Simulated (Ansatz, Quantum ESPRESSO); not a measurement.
# Ballistic transmission: Ir(111) with three reversed steps (a thin twin lamella), part 3 of 4

Aim: the zero-bias transmission with pwcond for this junction: Ir(111) with three reversed steps (a thin twin lamella).

Quantum ESPRESSO 7.5; plane-wave DFT, PBE, GBRV ultrasoft pseudopotentials; cross-check by Ansatz 0.2.0 with PAW datasets.

So far. Step 3 (The open system): The run is unpolarised; a magnetic state was not tried, may lie lower and would change T. Step 3 (The open system): At no point does T exceed the number of channels.

**4. Transmission with pwcond.x, with nz1 = 1**

Level of this step: transmission by pwcond, lead and junction from one cell; plane-wave DFT, PBE, GBRV ultrasoft pseudopotentials (Quantum ESPRESSO).

How much does a setting matter? One run is repeated with a change.

The input, cond.w.in:

```
&inputcond
  outdir = './out'
  prefixt = 'scf'
  tran_file = 'cond.w.dat'
  bdl = 2.4494897445
  bds = 17.1464282006
  ikind = 1
  ewind = 4.0
  epsproj = 1e-05
  nz1 = 1
  energy0 = 0.4
  denergy = -0.4
/
14
  0.00000000 0.00000000 0.01000000
  0.00000000 0.10000000 0.06000000
  0.00000000 0.20000000 0.06000000
  0.00000000 0.30000000 0.06000000
  0.00000000 0.40000000 0.06000000
  0.00000000 0.50000000 0.03000000
  0.10000000 0.20000000 0.06000000
  0.10000000 0.30000000 0.12000000
  0.10000000 0.40000000 0.12000000
  0.10000000 0.50000000 0.12000000
  0.20000000 0.40000000 0.06000000
  0.20000000 0.50000000 0.12000000
  0.20000000 0.60000000 0.06000000
  0.30000000 0.60000000 0.06000000
3
```

Started as:

```bash
$ OMP_NUM_THREADS=1 mpirun -n 4 pwcond.x -in cond.w.in > cond.w.out
```

Log:

```text
[banner, memory and clock lines left out]
Program PWCOND v.7.5 starts
[citation notice left out]

[...]
./out/scf.save/

[...]
negative rho (up, down):  6.675E+00 0.000E+00
     Reading collected, re-writing distributed wavefunctions

===== INPUT FILE containing all the regions =====

     GEOMETRY:

     lattice parameter (alat)  =       5.1712  a.u.
     the volume                =    2053.4721 (a.u.)^3
     the cross section         =      23.1590 (a.u.)^2
     l of the unit cell        =      17.1464 (alat)
     number of atoms/cell      =           21
     number of atomic types    =            1

     crystal axes: (cart. coord. in units of alat)
               a(1) = (  1.0000  0.0000  0.0000 )
               a(2) = (  0.5000  0.8660  0.0000 )
               a(3) = (  0.0000  0.0000 17.1464 )

   Cartesian axes

     site n.     atom                  positions (alat units)
          1        Ir     tau(  1)=(  0.0000  0.0000 17.1464  )
          2        Ir     tau(  2)=(  0.5000  0.2887  0.8165  )
          3        Ir     tau(  3)=(  1.0000  0.5774  1.6330  )
          4        Ir     tau(  4)=(  0.0000  0.0000  2.4495  )
          5        Ir     tau(  5)=(  0.5000  0.2887  3.2660  )
          6        Ir     tau(  6)=(  1.0000  0.5774  4.0825  )
          7        Ir     tau(  7)=(  0.0000  0.0000  4.8990  )
          8        Ir     tau(  8)=(  0.5000  0.2887  5.7155  )
          9        Ir     tau(  9)=(  1.0000  0.5774  6.5320  )
         10        Ir     tau( 10)=(  0.5000  0.2887  7.3485  )
         11        Ir     tau( 11)=(  0.0000  0.0000  8.1650  )
         12        Ir     tau( 12)=(  1.0000  0.5774  8.9815  )
         13        Ir     tau( 13)=(  0.0000  0.0000  9.7980  )
         14        Ir     tau( 14)=(  0.5000  0.2887 10.6145  )
         15        Ir     tau( 15)=(  1.0000  0.5774 11.4310  )
         16        Ir     tau( 16)=(  0.0000  0.0000 12.2474  )
         17        Ir     tau( 17)=(  0.5000  0.2887 13.0639  )
         18        Ir     tau( 18)=(  1.0000  0.5774 13.8804  )
         19        Ir     tau( 19)=(  0.0000  0.0000 14.6969  )
         20        Ir     tau( 20)=(  0.5000  0.2887 15.5134  )
         21        Ir     tau( 21)=(  1.0000  0.5774 16.3299  )

     nr1s                      =           24
     nr2s                      =           24
     nr3s                      =          360
     nr1sx                     =           24
     nr2sx                     =           24
     nr3sx                     =          360
     nr1                       =           24
     nr2                       =           24
     nr3                       =          400
     nr1x                      =           24
     nr2x                      =           24
     nr3x                      =          400

 _______________________________
  Radii of nonlocal spheres:

     type       ibeta     ang. mom.          radius (alat units)
       Ir         1         0                    0.4948
       Ir         2         0                    0.4948
       Ir         3         1                    0.4948
       Ir         4         1                    0.4948
       Ir         5         1                    0.4948
       Ir         6         2                    0.4948
       Ir         7         2                    0.4948
----- General information -----

--- T calc. with identical leads (ikind=1) ---

     nrx                       =           24
     nry                       =           24
     nz1                       =            1

     energy0               =         4.0E-01
     denergy               =        -4.0E-01
     nenergy               =          3
     ecut2d                =         4.0E+01
     ewind                 =         4.0E+00
     epsproj               =         1.0E-05

     number of k_|| points=   14
                       cryst. coord.
        k(    1) = (   0.0000000   0.0000000), wk =   0.0100000
        k(    2) = (   0.0000000   0.1000000), wk =   0.0600000
[...]
k(   14) = (   0.3000000   0.6000000), wk =   0.0600000
----- Information about left/right lead -----

     nocros                   =           21
     noins                    =           42
     norb                     =           84
     norbf                    =          399
     nrz                      =           51

      iorb      type   ibeta   ang. mom.   m       position (alat)
        1        1       1        0        1   taunew(   1)=(  0.0000  0.0000  0.0000)
        2        1       2        0        1   taunew(   2)=(  0.0000  0.0000  0.0000)
[...]
84        1       7        2        5   taunew(  84)=(  0.0000  0.0000  2.4495)
----- Information about scattering region -----

     noins                    =          357
     norb                     =          399
     norbf                    =          399
     nrz                      =          309

      iorb      type   ibeta   ang. mom.   m       position (alat)
        1        1       1        0        1   taunew(   1)=(  0.0000  0.0000 -0.0000)
        2        1       2        0        1   taunew(   2)=(  0.0000  0.0000 -0.0000)
[...]
399        1       7        2        5   taunew( 399)=(  0.0000  0.0000 14.6969)
 ngper, shell number =           73          10
 ngper, n2d =           73          70
---  E-Ef =    0.4000000  k =    0.0000000   0.0000000
---  ie =          1  ik =          1
 Nchannels of the left tip =            2
 Right moving states:
   k1(2pi/a)   k2(2pi/a)   E-Ef (eV)
   0.1899819  -0.0000002   0.4000000
   0.1899819  -0.0000002   0.4000000
 Left moving states:
   k1(2pi/a)   k2(2pi/a)   E-Ef (eV)
  -0.1899820  -0.0000002   0.4000000
  -0.1899820  -0.0000002   0.4000000

 to transmit
 Band j to band i transmissions and reflections:
    j         i     |T_ij|^2    |R_ij|^2

    1 -->     1     0.94284     0.05714
    1 -->     2     0.00000     0.00002
   Total T_j, R_j =    0.94284  0.05716

    2 -->     1     0.00000     0.00002
    2 -->     2     0.94284     0.05714
   Total T_j, R_j =    0.94284  0.05716

E-Ef(ev), T(x2 spins) =    0.4000000   3.7713689
---  E-Ef =    0.0000000  k =    0.0000000   0.0000000
---  ie =          2  ik =          1
 Nchannels of the left tip =            2
 Right moving states:
   k1(2pi/a)   k2(2pi/a)   E-Ef (eV)
   0.0611622  -0.0000002   0.0000000
   0.0611622  -0.0000002   0.0000000
 Left moving states:
   k1(2pi/a)   k2(2pi/a)   E-Ef (eV)
  -0.0611623  -0.0000002   0.0000000
  -0.0611623  -0.0000002   0.0000000

 to transmit
 Band j to band i transmissions and reflections:
    j         i     |T_ij|^2    |R_ij|^2

    1 -->     1     0.60863     0.39118
    1 -->     2     0.00000     0.00019
   Total T_j, R_j =    0.60863  0.39137

    2 -->     1     0.00000     0.00019
    2 -->     2     0.60863     0.39118
   Total T_j, R_j =    0.60863  0.39137

E-Ef(ev), T(x2 spins) =    0.0000000   2.4345169
---  E-Ef =   -0.4000000  k =    0.0000000   0.0000000
---  ie =          3  ik =          1
 Nchannels of the left tip =            2
 Right moving states:
   k1(2pi/a)   k2(2pi/a)   E-Ef (eV)
  -0.0583296  -0.0000002  -0.4000000
  -0.0583296  -0.0000002  -0.4000000
 Left moving states:
   k1(2pi/a)   k2(2pi/a)   E-Ef (eV)
   0.0583295  -0.0000002  -0.4000000
   0.0583295  -0.0000002  -0.4000000

 to transmit
 Band j to band i transmissions and reflections:
    j         i     |T_ij|^2    |R_ij|^2

    1 -->     1     0.61431     0.38560
    1 -->     2     0.00000     0.00009
   Total T_j, R_j =    0.61431  0.38569

    2 -->     1     0.00000     0.00009
    2 -->     2     0.61431     0.38560
   Total T_j, R_j =    0.61431  0.38569

E-Ef(ev), T(x2 spins) =   -0.4000000   2.4572425
 ngper, shell number =           75          42
 ngper, n2d =           75          74
[... further energies and points left out ...]
---  E-Ef =    0.4000000  k =    0.3000000   0.6000000
---  ie =          1  ik =         14
 Nchannels of the left tip =            1
 Right moving states:
   k1(2pi/a)   k2(2pi/a)   E-Ef (eV)
   0.3741733  -0.0000006   0.4000000
 Left moving states:
   k1(2pi/a)   k2(2pi/a)   E-Ef (eV)
  -0.3741734  -0.0000006   0.4000000

 to transmit
 Band j to band i transmissions and reflections:
    j         i     |T_ij|^2    |R_ij|^2

    1 -->     1     0.87723     0.12277
   Total T_j, R_j =    0.87723  0.12277

E-Ef(ev), T(x2 spins) =    0.4000000   1.7544622
---  E-Ef =    0.0000000  k =    0.3000000   0.6000000
---  ie =          2  ik =         14
 Nchannels of the left tip =            1
 Right moving states:
   k1(2pi/a)   k2(2pi/a)   E-Ef (eV)
   0.2281635  -0.0000005   0.0000000
 Left moving states:
   k1(2pi/a)   k2(2pi/a)   E-Ef (eV)
  -0.2281635  -0.0000005   0.0000000

 to transmit
 Band j to band i transmissions and reflections:
    j         i     |T_ij|^2    |R_ij|^2

    1 -->     1     0.41401     0.58599
   Total T_j, R_j =    0.41401  0.58599

E-Ef(ev), T(x2 spins) =    0.0000000   0.8280264
---  E-Ef =   -0.4000000  k =    0.3000000   0.6000000
---  ie =          3  ik =         14
 Nchannels of the left tip =            0
 Right moving states:
   k1(2pi/a)   k2(2pi/a)   E-Ef (eV)
 Left moving states:
   k1(2pi/a)   k2(2pi/a)   E-Ef (eV)

 to transmit
          E-Ef(ev), T =   -0.4000000   0.0000000
   T_tot     0.40000      0.27577E+01
   T_tot     0.00000      0.21918E+01
   T_tot    -0.40000      0.22241E+01

[...]
```

The job ended after 79 s (4 MPI ranks of Arm Neoverse V2, shared host; peak memory 0.31 GiB; 5.3 min of CPU time).

The changed values were drawn from a wide range, not chosen for quality; the comparison shows what they did here together.

Beside the run it was changed from:

```
                                  quantity  this run  unchanged run  difference
 transmission at the Fermi level, one spin     1.096          1.164      -0.068
lead channels at the Fermi level, one spin     1.460          1.460           0
                             wall time (s)        79            101
```

Over all energies T moves by up to 0.16, at 0.4 eV.

The physical values in this table move by up to 5.8 %.

**5. Transmission with pwcond.x, with nenergy = 0**

Another try, with an input changed as a hurried user might.

The input, cond.bad.in:

```
&inputcond
  outdir = './out'
  prefixt = 'scf'
  tran_file = 'cond.bad.dat'
  bdl = 2.4494897445
  bds = 17.1464282006
  ikind = 1
  ewind = 4.0
  epsproj = 1e-05
  nz1 = 7
  energy0 = 0.4
  denergy = -0.4
/
14
  0.00000000 0.00000000 0.01000000
  0.00000000 0.10000000 0.06000000
  0.00000000 0.20000000 0.06000000
  0.00000000 0.30000000 0.06000000
  0.00000000 0.40000000 0.06000000
  0.00000000 0.50000000 0.03000000
  0.10000000 0.20000000 0.06000000
  0.10000000 0.30000000 0.12000000
  0.10000000 0.40000000 0.12000000
  0.10000000 0.50000000 0.12000000
  0.20000000 0.40000000 0.06000000
  0.20000000 0.50000000 0.12000000
  0.20000000 0.60000000 0.06000000
  0.30000000 0.60000000 0.06000000
0
```

Started as:

```bash
$ OMP_NUM_THREADS=1 mpirun -n 4 pwcond.x -in cond.bad.in > cond.bad.out
```

Log:

```text
[banner, memory and clock lines left out]
Program PWCOND v.7.5 starts
[citation notice left out]

[...]
./out/scf.save/

[...]
negative rho (up, down):  6.675E+00 0.000E+00
     Reading collected, re-writing distributed wavefunctions

===== INPUT FILE containing all the regions =====

     GEOMETRY:

     lattice parameter (alat)  =       5.1712  a.u.
     the volume                =    2053.4721 (a.u.)^3
     the cross section         =      23.1590 (a.u.)^2
     l of the unit cell        =      17.1464 (alat)
     number of atoms/cell      =           21
     number of atomic types    =            1

     crystal axes: (cart. coord. in units of alat)
               a(1) = (  1.0000  0.0000  0.0000 )
               a(2) = (  0.5000  0.8660  0.0000 )
               a(3) = (  0.0000  0.0000 17.1464 )

   Cartesian axes

     site n.     atom                  positions (alat units)
          1        Ir     tau(  1)=(  0.0000  0.0000 17.1464  )
          2        Ir     tau(  2)=(  0.5000  0.2887  0.8165  )
          3        Ir     tau(  3)=(  1.0000  0.5774  1.6330  )
          4        Ir     tau(  4)=(  0.0000  0.0000  2.4495  )
          5        Ir     tau(  5)=(  0.5000  0.2887  3.2660  )
          6        Ir     tau(  6)=(  1.0000  0.5774  4.0825  )
          7        Ir     tau(  7)=(  0.0000  0.0000  4.8990  )
          8        Ir     tau(  8)=(  0.5000  0.2887  5.7155  )
          9        Ir     tau(  9)=(  1.0000  0.5774  6.5320  )
         10        Ir     tau( 10)=(  0.5000  0.2887  7.3485  )
         11        Ir     tau( 11)=(  0.0000  0.0000  8.1650  )
         12        Ir     tau( 12)=(  1.0000  0.5774  8.9815  )
         13        Ir     tau( 13)=(  0.0000  0.0000  9.7980  )
         14        Ir     tau( 14)=(  0.5000  0.2887 10.6145  )
         15        Ir     tau( 15)=(  1.0000  0.5774 11.4310  )
         16        Ir     tau( 16)=(  0.0000  0.0000 12.2474  )
         17        Ir     tau( 17)=(  0.5000  0.2887 13.0639  )
         18        Ir     tau( 18)=(  1.0000  0.5774 13.8804  )
         19        Ir     tau( 19)=(  0.0000  0.0000 14.6969  )
         20        Ir     tau( 20)=(  0.5000  0.2887 15.5134  )
         21        Ir     tau( 21)=(  1.0000  0.5774 16.3299  )

     nr1s                      =           24
     nr2s                      =           24
     nr3s                      =          360
     nr1sx                     =           24
     nr2sx                     =           24
     nr3sx                     =          360
     nr1                       =           24
     nr2                       =           24
     nr3                       =          400
     nr1x                      =           24
     nr2x                      =           24
     nr3x                      =          400

 _______________________________
  Radii of nonlocal spheres:

     type       ibeta     ang. mom.          radius (alat units)
       Ir         1         0                    0.4948
       Ir         2         0                    0.4948
       Ir         3         1                    0.4948
       Ir         4         1                    0.4948
       Ir         5         1                    0.4948
       Ir         6         2                    0.4948
       Ir         7         2                    0.4948
----- General information -----

--- T calc. with identical leads (ikind=1) ---

     nrx                       =           24
     nry                       =           24
     nz1                       =            7

     energy0               =         4.0E-01
     denergy               =        -4.0E-01
     nenergy               =          0
     ecut2d                =         4.0E+01
     ewind                 =         4.0E+00
     epsproj               =         1.0E-05

     number of k_|| points=   14
                       cryst. coord.
        k(    1) = (   0.0000000   0.0000000), wk =   0.0100000
        k(    2) = (   0.0000000   0.1000000), wk =   0.0600000
[...]
k(   14) = (   0.3000000   0.6000000), wk =   0.0600000
----- Information about left/right lead -----

     nocros                   =           21
     noins                    =           42
     norb                     =           84
     norbf                    =          399
     nrz                      =           51

      iorb      type   ibeta   ang. mom.   m       position (alat)
        1        1       1        0        1   taunew(   1)=(  0.0000  0.0000  0.0000)
        2        1       2        0        1   taunew(   2)=(  0.0000  0.0000  0.0000)
[...]
84        1       7        2        5   taunew(  84)=(  0.0000  0.0000  2.4495)
----- Information about scattering region -----

     noins                    =          357
     norb                     =          399
     norbf                    =          399
     nrz                      =          309

      iorb      type   ibeta   ang. mom.   m       position (alat)
        1        1       1        0        1   taunew(   1)=(  0.0000  0.0000 -0.0000)
        2        1       2        0        1   taunew(   2)=(  0.0000  0.0000 -0.0000)
[...]
399        1       7        2        5   taunew( 399)=(  0.0000  0.0000 14.6969)
 ngper, shell number =           73          10
 ngper, n2d =           73          70
 ngper, shell number =           75          42
 ngper, n2d =           75          73
 ngper, shell number =           73          35
 ngper, n2d =           73          72
 ngper, shell number =           75          41
 ngper, n2d =           75          74
 ngper, shell number =           75          36
 ngper, n2d =           75          74
 ngper, shell number =           76          22
 ngper, n2d =           76          75
 ngper, shell number =           75          40
 ngper, n2d =           75          74
 ngper, shell number =           74          66
 ngper, n2d =           74          74
 ngper, shell number =           74          67
 ngper, n2d =           74          74
 ngper, shell number =           73          65
 ngper, n2d =           73          73
 ngper, shell number =           73          35
 ngper, n2d =           73          73
 ngper, shell number =           73          65
 ngper, n2d =           73          73
 ngper, shell number =           74          35
 ngper, n2d =           74          73
 ngper, shell number =           71          38
 ngper, n2d =           71          71

[...]
```

The job ended after 4.8 s (4 MPI ranks; peak memory 0.26 GiB).

The run finished, but its numbers are not taken as the system's. The fault: no energies.

(Part 3 of 4 ends here.)

[Logs are printed without paths, hosts, clocks, repeated set-up lines and the standing remarks that a program may print on its own settings, such as how far it seeks lower states.]

[Hosts, paths, dates, database ids (printed as entryN), source tags and the programs' standing remarks are cut or masked in the printed files.]

[Maps of the electrostatic potential energy from Ansatz leave out the sawtooth potential of an applied field or a dipole correction, so their vacuum need not be flat; planar profiles and work functions include it.]
